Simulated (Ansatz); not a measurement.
# G0W0 on several functionals: Cs2AgAsF6 (Fm-3m), part 2 of 2

Aim: G0W0 for Cs2AgAsF6 (Fm-3m) on several starting functionals, at one mesh, band count and screening cutoff.

Ansatz 0.2.0; G0W0 on several functionals, plane waves, PAW. Known limits of the many-body steps: not at the basis limit; d shell near the gap, gap tends to lie low; no spin-orbit coupling.

So far. Step 2 (G0W0 on LDA): The gap on the mesh goes from 2.24 eV to 4.26 eV, a correction of +2.02 eV. Between the two edge states, bare exchange in place of the xc potential would open the gap by 9.73 eV, and correlation takes back 7.71 eV.

In doubt: one-shot GW on d or f shells is unsure, so the values of those runs are not to be relied on; masses and optical values from hybrid runs of this build are listed as unsure (step 4), which bears on the screening that GW takes from such a start.

## (3) G0W0 on PBE

The same correction from a different start measures what one shot leaves open.

This step: G0W0 on PBE, plane waves, PAW; PAW set soft_1.

Input file input.yaml:

```yaml
crystal:
  lattice:
    - [0.0, 4.5976094258, 4.5976094258]
    - [4.5976094258, 0.0, 4.5976094258]
    - [4.5976094258, 4.5976094258, 0.0]
  atoms:
    - { symbol: Cs, position: [0.75, 0.75, 0.75] }
    - { symbol: Cs, position: [0.25, 0.25, 0.25] }
    - { symbol: Ag, position: [0.5, 0.5, 0.5] }
    - { symbol: As, position: [0.0, 0.0, 0.0] }
    - { symbol: F, position: [0.77327897, 0.22672103, 0.22672103] }
    - { symbol: F, position: [0.22672103, 0.22672103, 0.77327897] }
    - { symbol: F, position: [0.22672103, 0.77327897, 0.77327897] }
    - { symbol: F, position: [0.22672103, 0.77327897, 0.22672103] }
    - { symbol: F, position: [0.77327897, 0.22672103, 0.77327897] }
    - { symbol: F, position: [0.77327897, 0.77327897, 0.22672103] }
kpoints:
  mp_grid: { grid: [4, 4, 4] }
hamiltonian:
  xc: pbe
  pseudopotentials: { kind: paw, azcp: { folder: soft_1 } }
scf:
  occupations: { method: fixed }
gw:
  n_empty_bands: 1065
  ecut_chi: 180.0
  qp_bands: [v3, c3]
  qp_kpoints: band_edges
  screening: { model: contour_deformation }
```

On the command line:

```console
$ ansatz run input.yaml --threads 2 --pin off --max-ram 92160MiB --backend cuda --events-out ev --progress --plain --runs-dir out --devices 1 --max-vram 13GiB
```

Numbers of over 12 decimals in the logs are rounded to 6 here.

Output:

```text
GPUs: using 1 of 1 available (devices: 1).
[...]
GPU FFT provider: cuFFT
GPU libraries: cuBLAS 13.8.2, cuFFT 12.4.0, cuSOLVER 12.3.4
Crystal: 10 atoms, lattice volume = 194.369 Å³
Basis set: ecut = 420 eV, 3839 PW (Γ)
Bands: 57, of which v1, the nominal top of the filled ones, is band 47 counted from 1 (46 counted from 0)
Symmetry: 48 space group operations
[...]
k-points: 8 of 64
[...]
GPU buffer pool allocated for 91125 grid points (all kernels)
[...]
SCF iter   1: F=—  HF=-28658.453366 eV  |F-HF|=—  |Δ(HF+E_count)|=         —  Δρ=1.69e-1  dr2=5.57e1  ethr=3.10e-3  ⟨swp⟩=4.8  Hψ=1489  notcnv=0  defer=44
[...]
SCF iter  10: F=-28643.805582 eV  HF=-28643.805582 eV  |F-HF|=5.61e-8  |Δ(HF+E_count)|=   1.02e-6  Δρ=3.71e-6  dr2=3.80e-8  ethr=1.06e-10  ⟨swp⟩=10.5  Hψ=2187  notcnv=0
SCF 1 converged in 10 iterations: F = -28643.805582 eV  dr2 = 3.80e-8
[...]
NSCF: frozen V_eff on 8 k-points
[...]
G₀W₀ screening: q 1/8
[... further progress lines ...]
[...]
SCF converged after 10 iterations
Free energy (F): -28643.805582 eV
[...]
Internal energy: -28643.805582 eV  (E = F + TS)
E sigma→0 (E₀):  -28643.805582 eV
Fermi energy:    5.276786 eV
[...]
--- Band table (eV; the first three rows and the last of 8) ---
  k-point 0: bands = [... 43 lower, 3.5176, 3.5176, 4.2086, 4.2086, 8.9544, 9.0193, 9.0193, 9.0193, ... 6 higher]
  k-point 1: bands = [... 43 lower, 3.5449, 3.8553, 4.0737, 4.0737, 8.1228, 9.4326, 9.4326, 10.2125, ... 6 higher]
  k-point 2: bands = [... 43 lower, 3.5629, 3.9522, 3.9522, 4.2729, 7.7075, 9.9232, 9.9232, 11.0255, ... 6 higher]
  k-point 7: bands = [... 43 lower, 3.5735, 3.6266, 4.0243, 5.1773, 8.4855, 9.6206, 9.6206, 10.3311, ... 6 higher]
[...]
0    45      3.5176   -34.7764     5.2564   -27.9235  0.7337     1.8260     1.9211  root
     0    46      4.2086   -35.5779     5.1675   -28.9480  0.7387     2.6763     2.7462  root
     0    47      4.2086   -35.5779     5.1675   -28.9480  0.7387     2.6763     2.7462  root
     0    48      8.9544   -10.7973    -3.6432   -15.2694  0.7956     9.7965     9.7832  root
     0    49      9.0193   -10.1606    -3.6461   -14.6833  0.8029     9.9088     9.8959  root
     0    50      9.0193   -10.1606    -3.6461   -14.6833  0.8029     9.9088     9.8959  root
     1    45      3.8553   -25.6154     3.0497   -21.5573  0.7479     2.8181     2.8469  root
     1    46      4.0737   -35.2501     5.1534   -28.6152  0.7365     2.5142     2.5922  root
[...]
7    47      5.1773   -31.6007     3.7593   -26.7611  0.7547     4.0750     4.0971  root
     7    48      8.4855    -9.5205    -4.0376   -14.4026  0.8000     9.3429     9.3299  root
     7    49      9.6206   -12.4745    -3.7006   -17.1819  0.7819    10.6516    10.6275  root
     7    50      9.6206   -12.4745    -3.7006   -17.1819  0.7819    10.6516    10.6275  root
```

The job ended after 79 s (1 × NVIDIA H100 80GB HBM3 (shared by 6 runs) with 2 threads of AMD EPYC 7R13 (Zen 3), shared host; peak memory 3.6 GiB).

This step gave:

| Quantity | Value |
| --- | --- |
| bands summed | 1112 |
| RPA ε∞ on this mesh (eigenvalues) | 2.927, 2.927, 2.927 |
| plane waves in the screening matrix | 1067 |
| q-points in the mesh | 64 |
| G0W0 gap on the mesh | 4.259 eV |
| k of the valence top | 0, -0.5, -0.5 |
| k of the conduction bottom | 0, 0, -0.5 |
| starting gap on the mesh | 2.431 eV |
| Z at the valence top | 0.7561 |
| Z at the conduction bottom | 0.8138 |
| least direct G0W0 gap on the computed points | 5.168 eV |

Against the run with 4×4×4 mesh, 1065 empty bands, screening to 180 eV, PAW set soft_1 files on LDA, the gap moves by −0.003 eV, while the start moved by +0.19 eV.

## (4) G0W0 on HSE06

This step: G0W0 on HSE06, plane waves, PAW; PAW set soft_1.

input.yaml: that of step 3 with these lines changed.

```diff
@@ -19,3 +19,3 @@
 hamiltonian:
-  xc: pbe
+  xc: hse06
   pseudopotentials: { kind: paw, azcp: { folder: soft_1 } }
```

Output:

```text
GPUs: using 1 of 1 available (devices: 1).
[...]
davidson cushion auto → on  (no smearing: the cushion is to keep the highest requested band from converging to the state above it; pin scf.eigensolver.cushion to override)
[...]
GPU FFT provider: cuFFT
GPU libraries: cuBLAS 13.8.2, cuFFT 12.4.0, cuSOLVER 12.3.4
Crystal: 10 atoms, lattice volume = 194.369 Å³
Basis set: ecut = 420 eV, 3839 PW (Γ)
[...]
1    45      2.6867   -35.4957     4.3110   -30.4155  0.7940     1.9090     1.9176  root
     1    46      2.6867   -35.4957     4.3110   -30.4155  0.7940     1.9090     1.9176  root
[...]
7    47      4.2147   -30.6610     3.0378   -27.0839  0.8033     3.6727     3.6753  root
     7    48      9.1259    -8.9101    -3.7453   -13.3687  0.8439     9.8438     9.8392  root
     7    49     10.0902   -11.7394    -3.4237   -16.0991  0.8302    11.0347    11.0261  root
     7    50     10.0902   -11.7394    -3.4237   -16.0991  0.8302    11.0347    11.0261  root
[key lines of the parts left out:]
Free energy (F): -28656.408077 eV
Fermi energy:    4.324622 eV
```

Wall time 3.1 min (1 × NVIDIA H100 80GB HBM3 (shared by 6 runs) with 2 threads); peak memory 3.9 GiB.

Numbers from this step:

```yaml
bands_summed: 1112
rpa_eps_infinity_on_this_mesh_eigenvalues: 2.413, 2.413, 2.413
plane_waves_in_the_screening_matrix: 1067
g0w0_gap_on_the_mesh: 5.131 eV
k_of_the_valence_top: 0, -0.5, -0.5
k_of_the_conduction_bottom: 0, 0, -0.5
starting_gap_on_the_mesh: 3.941 eV
least_direct_g0w0_gap_on_the_computed_points: 6.060 eV
```

Against the run with 4×4×4 mesh, 1065 empty bands, screening to 180 eV, PAW set soft_1 files on PBE, the gap moves by +0.87 eV, while the start moved by +1.51 eV.

## (5) The starts together

All on the 4×4×4 mesh with 1065 empty bands and screening to 180 eV. Times are wall times on 1 × NVIDIA H100 80GB HBM3 (shared by 6 runs) with 2 threads of AMD EPYC 7R13 (Zen 3), shared host, good to a factor of about two.

| start | starting gap (eV) | shift (eV) | G0W0 gap (eV) | RPA ε∞ (harmonic mean) | Z (valence, conduction) | time |
| --- | --- | --- | --- | --- | --- | --- |
| LDA | 2.24 | +2.02 | 4.26 | 3.06 | 0.75, 0.81 | 86 s |
| PBE | 2.43 | +1.83 | 4.26 | 2.93 | 0.76, 0.81 | 79 s |
| HSE06 | 3.94 | +1.19 | 5.13 | 2.41 | 0.80, 0.85 | 3.1 min |

How the two edges are built up, in eV (the quasiparticle level is the starting level plus Σx plus Σc less Vxc):

| run | edge | start | Σx | Σc | Vxc | Z | QP |
| --- | --- | --- | --- | --- | --- | --- | --- |
| LDA | valence top | 4.82 | -31.68 | 3.71 | -27.08 | 0.75 | 3.94 |
| LDA | conduction bottom | 7.06 | -9.08 | -4.00 | -14.22 | 0.81 | 8.20 |
| PBE | valence top | 5.28 | -31.63 | 3.71 | -26.85 | 0.76 | 4.21 |
| PBE | conduction bottom | 7.71 | -8.91 | -3.88 | -13.55 | 0.81 | 8.47 |
| HSE06 | valence top | 4.32 | -30.85 | 3.03 | -27.28 | 0.80 | 3.79 |
| HSE06 | conduction bottom | 8.27 | -8.41 | -3.63 | -12.69 | 0.85 | 8.92 |

For a hybrid start, Vxc holds its share of exact exchange.

## (6) Summary of results

```
G0W0@LDA     : 4.26 eV (start 2.24 eV)
G0W0@PBE     : 4.26 eV (start 2.43 eV)
G0W0@HSE06   : 5.13 eV (start 3.94 eV)
known limits : not at the basis limit; d shell near the gap, gap tends to lie low; no spin-orbit coupling
```

**Reading.** The starting gaps span 1.70 eV and the G0W0 gaps 0.87 eV. Between LDA and HSE06, 0.87 eV of the 1.70 eV survives, 51 %. HSE06 screens less than LDA (ε∞ 2.41 against 3.06). Of the 0.87 eV by which its G0W0 gap is higher, the correlation part gives +1.06 eV, and exchange with the one-particle terms, which follow the orbitals, −0.19 eV. The smallest correction, +1.19 eV, is on HSE06, the start nearest to reproducing itself. Bands and cutoff are finite, so the gap is not at the basis limit. The miss can reach some tenths of an eV and take either sign; the mesh is an error of its own. A d shell, filled or nearly so, lies near the gap. One-shot GW converges very slowly in bands there, not always from below, and on a semilocal start the gap tends to come out low; starts rich in exact exchange can overshoot instead. The many-body steps are scalar-relativistic: spin-orbit coupling is not in them.

[Paths, hosts, dates, memory and timing lines, banners, echoed tables and standing remarks are left out of the program output.]

[Logs are printed without paths, hosts, clocks, repeated set-up lines and the standing remarks that a program may print on its own settings, such as how far it seeks lower states.]

[Runs of the session that timed out or met a known fault of the program may be left out.]

[Cells called generated may have been cut or substituted from an entry of the Crystallography Open Database or the Materials Project.]

[Hosts, paths, dates, database ids (printed as entryN), source tags and the programs' standing remarks are cut or masked in the printed files.]
